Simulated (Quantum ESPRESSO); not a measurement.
# Near-edge structure at the N K edge of TiIN (Pmmn), part 4 of 4

What does one-electron theory with a core hole give for the N K edge of TiIN (Pmmn)?

Quantum ESPRESSO 7.5; X-ray absorption near-edge structure, plane-wave PAW LDA, one-electron final states by a Lanczos continued fraction.

So far. Step 8 (Spectrum with XCH, N atom 5): Main maxima below 24 eV (height): 0.7 eV (1.82), 1.5 eV (1.77), 2.7 eV (1.34), 4.0 eV (1.39), 5.5 eV (1.06) and 11.8 eV (1.03).  Step 8 (Spectrum with XCH, N atom 5): The total-energy difference is 400.01 eV. One term is added: -7.76 eV, since the hole is spin-paired here and a spin-polarised one costs that much less in the free atom (computed apart). The photon energy is then 392.25 eV.

## (10) Supercell with XCH, N atom 5

Level of this step: plane-wave PAW DFT, LDA, scalar-relativistic, self-consistent field (Quantum ESPRESSO).

Another set-up is tried: occupations to [fd, 0.1].

scf.in

```
&control
   calculation='scf', prefix='x', pseudo_dir='../pp', outdir='tmp', tprnfor=.true.
/
&system
   ibrav=0, nat=12, ntyp=4, nbnd=60
   ecutwfc=52, ecutrho=560
   occupations='smearing', smearing='fd', degauss=0.1
/
&electrons
   conv_thr=1.2e-07, electron_maxstep=120
   mixing_beta=0.5
/
ATOMIC_SPECIES
I 1.0 I.lda-n-kjpaw.UPF
Ti 1.0 Ti.lda-spn-kjpaw.UPF
N0 1.0 N.lda-n-kjpaw-1sch.UPF
N 1.0 N.lda-n-kjpaw.UPF
CELL_PARAMETERS angstrom
  -3.51500000 3.94100000 0.00000000
  -3.51500000 -3.94100000 0.00000000
  3.51500000 0.00000000 8.95500000
ATOMIC_POSITIONS crystal
I    0.34250000 0.34250000 0.68500000
I    0.84250000 0.84250000 0.68500000
I    0.15750000 0.65750000 0.31500000
I    0.65750000 0.15750000 0.31500000
Ti   0.21000000 0.21000000 0.92000000
Ti   0.71000000 0.71000000 0.92000000
Ti   0.29000000 0.79000000 0.08000000
Ti   0.79000000 0.29000000 0.08000000
N0   0.01500000 0.01500000 0.03000000
N    0.51500000 0.51500000 0.03000000
N    0.48500000 0.98500000 0.97000000
N    0.98500000 0.48500000 0.97000000
K_POINTS automatic
5 5 5 0 0 0
```

The run is started by

```bash
> OMP_NUM_THREADS=1 mpirun --oversubscribe --bind-to none -np 4 pw.x -nk 4 -in scf.in > scf.out
```

Log:

```text
     [... banner and references ...]
[banner, memory and clock lines left out]
using ibrav=0 with symmetry is DISCOURAGED, use correct ibrav instead

     G-vector sticks info

     bravais-lattice index     =            0
     lattice parameter (alat)  =       9.9792  a.u.
     unit-cell volume          =    1674.2640 (a.u.)^3
     number of atoms/cell      =           12
     number of atomic types    =            4
[...]
atom    1 type  1   force =    -0.00000000    0.00000000   -0.05256767
     atom    2 type  1   force =    -0.00000000    0.00000000   -0.05780372
     atom    3 type  1   force =     0.00000000    0.00000000    0.05623524
[...]
atom   11 type  4   force =    -0.00000000    0.00000000   -0.02318198
     atom   12 type  4   force =    -0.00000000    0.00000000   -0.02318198

     Total force =     0.133222     Total SCF correction =     0.001152

     XML data file, charge density, pseudopotentials, collected wavefunctions
[key lines of the parts left out:]
!    total energy              =   -2308.11451364 Ry
the Fermi energy is     7.9301 ev
convergence has been achieved in  15 iterations
```

Elapsed: 3.8 min, on 4 MPI ranks of Arm Neoverse V1, shared host; peak memory 0.58 GiB.

The run finished. A setting was moved off its sound value on purpose, so it serves as a test and not as the result.

The fault put into the input: the smearing is far too wide.

## (11) Spectrum with XCH, N atom 5

This attempt departs from the first core-hole run: occupations to [fd, 0.1].

xspectra.in

```
&input_xspectra
   calculation='xanes_dipole', edge='K'
   prefix='x', outdir='tmp', xiabs=3, xe0=7.9301
   xonly_plot=.false., x_save_file='xanes.sav'
   xniter=3000, xcheck_conv=20, xerror=0.005
   xcoordcrys=.false., xepsilon(1)=1, xepsilon(2)=0, xepsilon(3)=0
/
&plot
   xnepoint=413, xemin=-10, xemax=45, terminator=.true., cut_occ_states=.true.
   xgamma=0.4
/
&pseudos
   filecore='../N.wfc'
/
&cut_occ
   cut_desmooth=0.1, cut_stepl=0.05, cut_stepu=0.05, cut_ierror=1e-5
/
4 4 4 0 0 0
```

The run is started by

```bash
> OMP_NUM_THREADS=1 mpirun --oversubscribe --bind-to none -np 4 xspectra.x -nk 4 -in xspectra.in > xspectra.out
```

Log:

```text
     [... banner and references ...]
Reading input_file

     calculation: xanes_dipole

     xepsilon  [cartesian coordinates]:   1.000000   0.000000   0.000000

     xonly_plot: FALSE
        => complete calculation: Lanczos + spectrum plot

     filecore (core-wavefunction file): ../N.wfc

     main plot parameters:
        cut_occ_states: TRUE
        gamma_mode:  constant
        -> using xgamma [eV]:  0.40
        xemin [eV]: -10.00
        xemax [eV]:  45.00
        xnepoint:  413
        xe0 [eV]:   7.930100 (energy zero read in input file)

[...]
Results of STEP 1 successfully written in x_save_file
     x_save_file name:
     ->  xanes.sav
     x_save_file version:  2

     ... End STEP 1 ...

     ... Begin STEP 2 ...

     The spectrum is calculated using the following parameters:
        xe0 [eV]:    7.9301
        the occupied states are elimintate from the spectrum
        xemin [eV]: -10.00
        xemax [eV]:  45.00
        xnepoint:  413
        constant broadening parameter [eV]:    0.400
        Core level energy [eV]:  -409.9
         (from electron binding energy of neutral atoms in X-ray data booklet)

     Cross-section successfully written in xanes.dat

     ... End STEP 2 ...

                                END JOB XSpectra
```

Wall time 6 min (4 MPI ranks); peak memory 0.44 GiB.

The run finished. A setting was moved off its sound value on purpose, so it serves as a test and not as the result.

The fault put into the input: the smearing is far too wide.

This run also has another mesh (4×4×4 against 6×6×6), so part of the 32 % r.m.s. difference comes from the mesh. The highest intensity below 16 eV goes from 0.7 eV (1.82) to 1.7 eV (1.77).

```
E (eV)  first run  this run
  -2.0       0.10      0.06
  -0.5       0.39      0.13
   1.0       1.74      0.84
   2.5       1.32      1.65
   4.0       1.39      1.22
   5.5       1.06      1.40
   7.0       0.67      0.85
   8.5       0.80      0.76
  10.0       0.81      0.81
  11.5       1.01      0.92
  13.0       0.97      0.95
  14.5       0.95      0.94
  16.0       0.81      0.88
  17.5       0.96      1.00
  19.0       0.73      0.76
  20.5       0.73      0.74
  22.0       0.69      0.75
  23.5       0.63      0.68
  25.0       0.60      0.65
  26.5       0.56      0.58
  28.0       0.44      0.42
  29.5       0.48      0.43
  31.0       0.58      0.62
```

## (12) What the core hole does

Both curves are counted from their own zero, so only the shift of weight within the empty states shows.

```
E (eV)  no hole   XCH
  -2.0     0.05  0.10
  -1.0     0.08  0.21
   0.0     0.18  1.06
   1.0     0.56  1.74
   2.0     1.49  1.42
   3.0     1.82  1.24
   4.0     1.33  1.39
   5.0     1.61  0.90
   6.0     1.25  0.80
   7.0     1.15  0.67
   8.0     0.73  0.70
   9.0     0.70  0.88
  10.0     0.83  0.81
  11.0     0.81  0.94
  12.0     0.78  1.01
  13.0     0.93  0.97
  14.0     0.97  0.89
  15.0     0.89  0.97
  16.0     0.95  0.81
  17.0     0.83  1.00
  18.0     0.99  0.84
  19.0     0.98  0.73
  20.0     0.82  0.69
  21.0     0.72  0.74
  22.0     0.75  0.69
  23.0     0.74  0.67
  24.0     0.76  0.58
  25.0     0.62  0.60
  26.0     0.64  0.58
  27.0     0.62  0.52
  28.0     0.57  0.44
  29.0     0.49  0.45
  30.0     0.44  0.57
  31.0     0.47  0.58
  32.0     0.59  0.60
```

With each curve scaled to its own mean, the area from −2 to 6 eV with the hole is 8.6 against 7.8, and the centre of weight from −1 to 20 eV moves by -0.7 eV (first and strongest maxima below 20 eV: 2.9 eV (1.82), 5.2 eV (1.61) and 7.0 eV (1.18) without the hole, 0.7 eV (1.82), 1.5 eV (1.77) and 4.0 eV (1.39) with it); the shape changes all the same, by 39 % r.m.s.

## (13) Results

```json
{"absorber and edge": "N K, atom 5 of the ground-state input (counted from 1)", "surroundings": "4 Ti at 2.01 Å (4-fold, site symmetry mm2)", "highest intensity below 16 eV": "0.7 eV above the zero, height 1.82", "photon energy of the zero, with the added terms": "392.2 eV (raw 400.0 eV; LDA puts this hole about 4 eV below PBE, itself good to a few eV)"}
```

The N K edge of atom 5, with 4 Ti at 2.01 Å (4-fold, site symmetry mm2), has its highest intensity of the first 16 eV at 0.7 eV above the zero, near 393 eV in photon energy (LDA puts this hole about 4 eV below PBE, itself good to a few eV), 1.8 times the mean level of the first 20 eV (Lorentzian half width 0.4 eV). With each curve scaled to its own mean, the area from −2 to 6 eV with the hole is 8.6 against 7.8, and the centre of weight from −1 to 20 eV moves by -0.7 eV (first and strongest maxima below 20 eV: 2.9 eV (1.82), 5.2 eV (1.61) and 7.0 eV (1.18) without the hole, 0.7 eV (1.82), 1.5 eV (1.77) and 4.0 eV (1.39) with it); the shape changes all the same, by 39 % r.m.s. At the N K edge of atom 5 polarisation matters most near 2.7 eV, where the curves differ by 2.2 on this scale. The unit cell's mesh shows no gap over 0.35 eV. That is right for a metallic compound; for a small-gap or correlated insulator it would be the fault of the functional or of the assumed magnetic order, and the hole would be screened too well. The holes are only 5.3 Å apart, so the shape is probably not converged with cell size; no larger cell was run here. Lifetime broadening is put in by hand, and intensities beyond about 20 eV depend on it and on the partial waves; weight that the partial waves miss at high energy is lost. The structure is a published determination, not relaxed.

[Banner, clock and machine lines of the logs are left out without a mark of their own.]

[Logs are printed without paths, hosts, clocks, repeated set-up lines and the standing remarks that a program may print on its own settings, such as how far it seeks lower states.]

[Hosts, paths, dates, database ids (printed as entryN), source tags and the programs' standing remarks are cut or masked in the printed files.]

[Lists of maxima count a maximum above −3 eV only where it reaches 4 % of the highest in the window and stands out from its surroundings by 2 % of it (1.5 % where it reaches 55 %); shoulders and weaker maxima are passed over, and of the rest the first, up to two pre-edge ones and the few strongest are named.]
